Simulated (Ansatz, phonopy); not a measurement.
# KCl (Sylvite, Fm-3m): thermal expansion from first principles, part 2 of 2

Wanted: α(T), C_P(T) and B(T) of KCl (Sylvite) in the quasi-harmonic approximation.

What experiment has found for this phase:
- volume expansion coefficient 111.3 1e-6/K and heat capacity C_P per formula unit 51.7 J/mol/K near room temperature (given in “High-Throughput Prediction of Finite-Temperature Properties using the Quasi-Harmonic Approximation”, 2016, arXiv:1603.06924)
- volume expansion coefficient 114.9 1e-6/K near room temperature (given in “Descriptors for thermal expansion in solids”, 2017, arXiv:1701.03966)

Ansatz 0.2.0; DFT r2SCAN, scalar-relativistic, plane waves, PAW.

So far. Step 2 (A first coarse run): The start is under 0.0011 GPa at this level and looks like an insulator or semiconductor on this mesh. Step 4 (Tight relaxation): The residual pressure is 0.0012 GPa, small enough for phonons. The relaxed cell has a = 6.293 Å (conventional setting).

### Step 5. The quasi-harmonic study

The study relaxes the crystal at several strains, solves the phonons on some of them and minimises the free energy at each temperature (static energy, vibrations, the electrons in a metal, and PV under a set pressure); the q-mesh sets how far the force constants reach.

The input, input.yaml:

```yaml
crystal:
  lattice:
    - [0.0, 3.14647, 3.14647]
    - [3.14647, 0.0, 3.14647]
    - [3.14647, 3.14647, 0.0]
  atoms:
    - { symbol: K, position: [0.0, 0.0, 0.0] }
    - { symbol: Cl, position: [0.5, 0.5, 0.5] }
kpoints:
  mp_grid: { grid: [8, 8, 8] }
hamiltonian:
  xc: r2scan
scf:
  occupations: { method: fixed }
  lower_state_search: "off"
output:
  eigenvalues: true
phonons:
  method: dfpt
  qmesh: [4, 4, 4]
  temperatures: { t_max: 800.0, t_step: 50 }
  thermal_expansion: {}
```

Run with:

```sh
ansatz run input.yaml --threads 8 --pin off --max-ram 16384MiB --backend cpu --events-out ev --progress --plain --runs-dir out
```

Numbers of over 12 decimals in the logs are rounded to 6 here.

The log of the run:

```text
[...]
Crystal: 2 atoms, lattice volume = 62.302 Å³
Basis set: ecut = 580 eV, 1989 PW (Γ), exchange–correlation on 288×288×288 points (512 copies of the dense FFT grid, shifted against one another)
Bands: 12, of which v1, the nominal top of the filled ones, is band 8 counted from 1 (7 counted from 0)
Symmetry: 48 space group operations
[...]
k-points: 29 of 512
[...]
SCF iter   1: F=-2630.472551 eV  HF=-2630.455886 eV  |F-HF|=1.67e-2  |Δ(HF+E_count)|=         —  Δρ=3.92e-3  dr2=4.87e-3  dr2_τ=1.47e-3  ethr=1.77e-3  ⟨swp⟩=4.7  Hψ=2020  notcnv=0  defer=38
[...]
SCF iter   7: F=-2630.473875 eV  HF=-2630.473875 eV  |F-HF|=4.55e-13  |Δ(HF+E_count)|=  6.50e-11  Δρ=2.35e-8  dr2=3.98e-13  dr2_τ=2.47e-14  ethr=1.00e-12  ⟨swp⟩=8.1  Hψ=2213  notcnv=0
SCF 1 converged in 7 iterations: F = -2630.473875 eV  dr2 = 3.98e-13
[...]
relax step   1: F+E_penalty+E_count = -2630.47387487 eV  Δ(F+E_penalty+E_count) = +0.000e0 eV  max|allowed force component| = 2.787e-29 eV/Å  Δτ_max = 0.0000 Å  (7 SCF iters, accepted)
SCF converged after 7 iterations
Free energy (F): -2630.473875 eV
[...]
Internal energy: -2630.473875 eV  (E = F + TS)
E sigma→0 (E₀):  -2630.473875 eV
Fermi energy:    0.434084 eV
[...]
--- Stress (GPa, compression-positive) ---
        0.000908       0.000000       0.000000
       -0.000000       0.000908      -0.000000
        0.000000      -0.000000       0.000908
  P = ⅓ Tr σ = 0.0009 GPa (0.009 kbar)
--- Band table (eV; the first three rows and the last of 29) ---
  k-point 0: bands = [... 4 lower, -10.4526, 0.4341, 0.4341, 0.4341, 6.2599, 9.4478, 9.4478, 9.4478]
  k-point 1: bands = [... 4 lower, -10.4190, 0.2491, 0.3840, 0.3840, 6.6340, 9.2995, 9.6507, 9.6507]
  k-point 2: bands = [... 4 lower, -10.3411, -0.1434, 0.2673, 0.2673, 7.5126, 9.1736, 10.2280, 10.2280]
  k-point 28: bands = [... 4 lower, -10.3741, -0.0479, -0.0430, -0.0430, 9.0122, 9.0122, 10.7716, 11.1593]
── thermal expansion: 3 new cells, 3 in all ──
thermal expansion: relaxation of cell 2
thermal expansion: relaxation of cell 3
── thermal expansion: 2 new cells, 5 in all ──
thermal expansion: relaxation of cell 4
thermal expansion: phonons of cell 4
thermal expansion: relaxation of cell 5
thermal expansion: phonons of cell 5
── thermal expansion: 8 new cells, 13 in all ──
thermal expansion: relaxation of cell 6
thermal expansion: relaxation of cell 7
thermal expansion: relaxation of cell 8
thermal expansion: relaxation of cell 9
thermal expansion: relaxation of cell 10
thermal expansion: relaxation of cell 11
thermal expansion: relaxation of cell 12
thermal expansion: relaxation of cell 13
thermal expansion: phonons of cell 6
thermal expansion: phonons of cell 7
thermal expansion: phonons of cell 8
thermal expansion: phonons of cell 9
thermal expansion: phonons of cell 10
--- Relaxed structure (1 steps of the walk, 1 accepted, 0 SCFs on fresh bases) ---
  F+E_penalty+E_count = -2630.47387487 eV   max|allowed force component| = 2.787e-29 eV/Å
  atoms:
    - { symbol: K, position: [0.0, 0.0, 0.0] }
    - { symbol: Cl, position: [0.500000, 0.500000, 0.500000] }
--- Thermal expansion: 13 cells in 3 rounds, 0 GPa ---
  no lower state was looked for at cell 4: scf.lower_state_search: off
  without vibrations: a 4.44985, b 4.44985, c 4.44985 Å, V 62.3049 Å³, B 19.15 GPa
  at 0 K: a 4.46466, b 4.46466, c 4.46466 Å, V 62.9290 Å³, B 18.53 GPa
  zero-point expansion: a +0.333, b +0.333, c +0.333, V +1.002 %
      T/K        a/Å        b/Å        c/Å       V/Å³ | expansion of a, b, c, V (1e-6/K)   | that of V in the mean from 25 °C | C_P, C_V (J/mol K of the cell) | B_T, B_S (GPa)
     0.00    4.46466    4.46466    4.46466    62.9290 |    0.00    0.00    0.00    0.00 |   87.52 |     0.000     0.000 |    18.53    18.53
   100.00    4.47068    4.47068    4.47068    63.1837 |   28.98   28.98   28.98   86.94 |  111.81 |    40.073    39.558 |    17.91    18.14
   200.00    4.48613    4.48613    4.48613    63.8413 |   38.32   38.32   38.32  114.97 |  122.04 |    48.748    47.046 |    16.74    17.35
   298.15    4.50419    4.50419    4.50419    64.6152 |   43.41   43.41   43.41  130.23 |       - |    51.680    48.630 |    15.50    16.47
   350.00    4.51465    4.51465    4.51465    65.0664 |   46.09   46.09   46.09  138.28 |  134.68 |    52.875    48.992 |    14.81    15.98
   450.00    4.53682    4.53682    4.53682    66.0299 |   52.17   52.17   52.17  156.51 |  144.18 |    55.230    49.370 |    13.37    14.96
   550.00    4.56236    4.56236    4.56236    67.1511 |   60.64   60.64   60.64  181.93 |  155.83 |    58.208    49.560 |    11.75    13.80
   650.00    4.59297    4.59297    4.59297    68.5118 |   74.40   74.40   74.40  223.19 |  171.39 |    62.793    49.668 |     9.82    12.42
   750.00    4.63294    4.63294    4.63294    70.3162 |  103.35  103.35  103.35  310.06 |  195.26 |    72.161    49.737 |     7.34    10.66
   800.00    4.66043    4.66043    4.66043    71.5754 |  137.96  137.96  137.96  413.87 |  214.64 |    83.247    49.763 |     5.67     9.48
  the static fit leaves 0.001 meV an atom of the energies and, of the stresses, 0.000 GPa of each cell's largest along a strain (root mean squares over the cells), whose Pulay part it has at -0.006 GPa
  vibrations' free energy: its fit leaves 0.0009 meV an atom at the most
  the electrons' free energy at temperature is not in it: every band gap is over 0.83 eV
  free energies summed between the sampled wave vectors
  estimated error of the fitted expansion in any direction: up to 15.627e-6/K, at 800 K (an estimate, not a bound: it was exceeded on models of known expansion)
  by sums over the sampled wave vectors an expansion of the volume parts by up to 7.82e-6/K
  by a static energy of one degree less an expansion of the volume parts by up to 12.56e-6/K
  the FFT grids of the static calculations differ: 36 × 36 × 36, 40 × 40 × 40
  band gaps on the cells' k-points are 5.298 to 5.933 eV
```

Elapsed: 55 min, on 8 threads of Arm Neoverse V1, shared host; peak memory 7.8 GiB; 7.2 h of CPU time.

This step gave:

```
pressure                                         : 9.08e-4 GPa
volume expansion coefficient at 298 K            : 130.2 1e-6/K
C_P at 298 K                                     : 25.84 J/mol-atom/K
entropy at 298 K                                 : 42.31 J/mol-atom/K
isothermal bulk modulus at 298 K                 : 15.50 GPa
Grüneisen parameter at 298 K                     : 1.615
volume at 298 K                                  : 32.31 Å³/atom
principal linear expansion coefficients at 298 K : 43.41, 43.41, 43.41 1e-6/K
```

Strained cells of the study; zero-point energy where phonons were solved; the pressures are stresses at a fixed cutoff and can carry an offset from the finite basis. Expansion cells, by row:

```csv
cell,|a| (Å),|b| (Å),|c| (Å),V (Å³/atom),E - E_lowest (meV/atom),"pressure, compression positive (GPa)",gap (eV),zero-point energy (meV/atom)
1,4.45,4.45,4.45,31.15,0,-0.006,5.826,-
2,4.485,4.485,4.485,31.9,1.035,-0.437,5.742,-
3,4.414,4.414,4.414,30.42,1.094,0.48,5.912,-
4,4.45,4.45,4.45,31.16,0.001,-0.012,5.825,21.82
5,4.473,4.473,4.473,31.63,0.426,-0.287,5.772,21.27
6,4.492,4.492,4.492,32.05,1.468,-0.515,5.727,20.79
7,4.535,4.535,4.535,32.97,5.656,-0.949,5.632,19.78
8,4.578,4.578,4.578,33.91,12.34,-1.324,5.541,18.79
9,4.621,4.621,4.621,34.88,21.32,-1.643,5.453,17.8
10,4.664,4.664,4.664,35.88,32.39,-1.914,5.368,16.83
11,4.406,4.406,4.406,30.24,1.683,0.604,5.933,-
12,4.428,4.428,4.428,30.7,0.406,0.285,5.878,-
13,4.702,4.702,4.702,36.75,43.27,-2.109,5.298,-
```

Quasi-harmonic; a, b, c are the run's own cell vectors. Expansion, by row:

```csv
T (K),a (Å),b (Å),c (Å),alpha (deg),beta (deg),gamma (deg),cell volume (Å³/cell),alpha_a (1e-6/K),alpha_b (1e-6/K),alpha_c (1e-6/K),alpha_V (1e-6/K),C_P (J/mol-atom/K),C_V (J/mol-atom/K),S (J/mol-atom/K),B_T (GPa),B_S (GPa),Grueneisen,extrapolation,fit error (1e-6/K)
0,4.465,4.465,4.465,60,60,60,62.93,0,0,0,0,0,0,0,18.53,18.53,-,0,0
50,4.466,4.466,4.466,60,60,60,62.97,13.97,13.97,13.97,41.9,11.22,11.19,5.608,18.39,18.44,1.305,0,0.02
100,4.471,4.471,4.471,60,60,60,63.18,28.98,28.98,28.98,86.94,20.04,19.78,16.68,17.91,18.14,1.498,0,0.11
150,4.478,4.478,4.478,60,60,60,63.49,34.91,34.91,34.91,104.7,23,22.46,25.45,17.34,17.76,1.546,0,0.15
200,4.486,4.486,4.486,60,60,60,63.84,38.32,38.32,38.32,115,24.37,23.52,32.28,16.74,17.35,1.573,0,0.12
250,4.495,4.495,4.495,60,60,60,64.22,41,41,41,123,25.22,24.04,37.81,16.12,16.91,1.595,0,0.06
298.1,4.504,4.504,4.504,60,60,60,64.62,43.41,43.41,43.41,130.2,25.84,24.32,42.31,15.5,16.47,1.615,0,0.13
300,4.505,4.505,4.505,60,60,60,64.63,43.5,43.5,43.5,130.5,25.86,24.32,42.47,15.48,16.46,1.616,0,0.14
350,4.515,4.515,4.515,60,60,60,65.07,46.09,46.09,46.09,138.3,26.44,24.5,46.5,14.81,15.98,1.638,0,0.26
400,4.525,4.525,4.525,60,60,60,65.53,48.93,48.93,48.93,146.8,27.01,24.61,50.07,14.11,15.48,1.661,0,0.35
450,4.537,4.537,4.537,60,60,60,66.03,52.17,52.17,52.17,156.5,27.61,24.68,53.28,13.37,14.96,1.686,0,0.37
500,4.549,4.549,4.549,60,60,60,66.57,55.99,55.99,55.99,168,28.3,24.74,56.23,12.59,14.4,1.713,0,0.26
550,4.562,4.562,4.562,60,60,60,67.15,60.64,60.64,60.64,181.9,29.1,24.78,58.96,11.75,13.8,1.744,0,0.21
600,4.577,4.577,4.577,60,60,60,67.79,66.55,66.55,66.55,199.6,30.1,24.81,61.53,10.83,13.14,1.779,0,0.68
650,4.593,4.593,4.593,60,60,60,68.51,74.4,74.4,74.4,223.2,31.4,24.83,63.99,9.82,12.42,1.821,0,1.14
700,4.611,4.611,4.611,60,60,60,69.33,85.59,85.59,85.59,256.8,33.22,24.85,66.38,8.68,11.6,1.873,0,0.71
750,4.633,4.633,4.633,60,60,60,70.32,103.3,103.3,103.3,310.1,36.08,24.87,68.76,7.34,10.66,1.939,0,2.67
800,4.66,4.66,4.66,60,60,60,71.58,138,138,138,413.9,41.62,24.88,71.24,5.67,9.48,2.032,0,15.63
```

Expansion coefficient against temperature; values in 1e-6/K:

```csv
temperature (K),volume,principal 1
0,0,0
50,41.9,14.0
100,86.9,29.0
150,105,34.9
200,115,38.3
250,123,41
298,130,43.4
300,131,43.5
350,138,46.1
400,147,48.9
450,157,52.2
500,168,56.0
550,182,60.6
600,200,66.5
650,223,74.4
700,257,85.6
750,310,103
800,414,138
```

At 298 K the volume expansion is 130 × 10⁻⁶/K and B_T is 15.5 GPa. The program raised the cutoff to 580 eV by itself: with no cutoff typed, the study takes about 1.16 times the default for its relaxations and scales it with the volume for the phonons.

### Step 6. Free-energy fit

This step: DFT r2SCAN, scalar-relativistic, plane waves, PAW (phonopy 4.10.0).

Numbers from this step:

| Property | Result |
| --- | --- |
| volume expansion coefficient at 300 K | 130.2 1e-6/K |
| isothermal bulk modulus at 300 K | 15.49 GPa |
| C_P at 300 K | 25.95 J/mol-atom/K |
| Grüneisen parameter at 300 K | 1.614 |

The energy (each curve on its own zero) by volume; values in meV/atom:

```csv
volume (Å³/atom),static,F at 0 K,F at 300 K,F at 800 K
31.16,0,2.24,8.34,21.8
31.63,0.43,2.11,6.92,17.4
32.05,1.47,2.67,6.29,14.1
32.97,5.66,5.85,6.8,8.68
33.91,12.3,11.5,9.61,5.24
34.88,21.3,19.5,14.5,3.46
35.88,32.4,29.6,21.2,3
```

Phonopy-qha, vinet fit of F(V) at each temperature. Qha vinet, by row:

```csv
T (K),fitted volume (Å³/atom),alpha_V (1e-6/K),B_T (GPa),C_P (J/mol-atom/K),Grueneisen
100,31.59,82.67,17.93,19.99,1.425
150,31.75,103.4,17.38,23.2,1.529
200,31.92,114.2,16.78,24.54,1.567
250,32.11,122.5,16.16,25.34,1.592
300,32.31,130.2,15.49,25.95,1.614
350,32.53,138.2,14.8,26.51,1.636
400,32.76,147.2,14.07,27.07,1.66
450,33.01,157.5,13.3,27.68,1.687
500,33.28,169.8,12.49,28.37,1.718
550,33.58,184.6,11.63,29.2,1.752
600,33.9,203,10.73,30.22,1.792
650,34.27,226.4,9.78,31.52,1.839
700,34.68,257.1,8.77,33.25,1.894
750,35.16,299.2,7.69,35.66,1.96
```

Volume expansion coefficient against temperature; values in 1e-6/K:

```csv
temperature (K),"phonopy-qha, Vinet",Ansatz's own study
100,82.7,86.9
150,103,105
200,114,115
250,122,123
300,130,131
350,138,138
400,147,147
450,158,157
500,170,168
550,185,182
600,203,200
650,226,223
700,257,257
750,299,310
```

The fit gives a volume expansion of 130 × 10⁻⁶/K at 300 K, against 130 at 298 K from the study itself, whose static fit uses more cells.

### Step 7. Results

```
settings of these figures                        : r2SCAN, 580 eV, k 8×8×8, q 4×4×4
volume expansion coefficient at 298 K            : 130.2 1e-6/K
C_P at 298 K                                     : 25.84 J/mol-atom/K
entropy at 298 K                                 : 42.31 J/mol-atom/K
isothermal bulk modulus at 298 K                 : 15.50 GPa
Grüneisen parameter at 298 K                     : 1.615
volume at 298 K                                  : 32.31 Å³/atom
principal linear expansion coefficients at 298 K : 43.41, 43.41, 43.41 1e-6/K
```

In words: Near room temperature KCl (Sylvite) expands by 130 × 10⁻⁶/K in volume by r2SCAN, with C_P = 25.8 J/(mol K) per mole of atoms and B_T = 15.5 GPa. At some temperatures (first at 800 K) the program's own estimate of the fit error is large against the linear coefficients, so those rows are unreliable. Between 298.15 and 800 K the bulk modulus falls by 63 % and the Grüneisen parameter grows; in this range the quasi-harmonic approximation, which lacks anharmonicity at fixed volume, tends to overshoot. C_P at room temperature is 104 % of the classical 3R an atom; C_V is 97 %, and the rest is expansion work. A measured volume expansion coefficient near room temperature is 111.3 1e-6/K (arXiv:1603.06924); the calculated 130 1e-6/K differs by +17 %. A measured heat capacity per formula unit near room temperature is 51.7 J/mol/K (arXiv:1603.06924); the calculated 51.7 J/mol/K agrees within half a per cent. The PAW files were made for PBE and are used here under another functional, for which the program regenerates the frozen cores.

[Logs are printed without paths, hosts, clocks, repeated set-up lines and the standing remarks that a program may print on its own settings, such as how far it seeks lower states.]

[Hosts, paths, dates, database ids (printed as entryN), source tags and the programs' standing remarks are cut or masked in the printed files.]

[A step with changed settings may run another functional than the one named; its input shows which.]
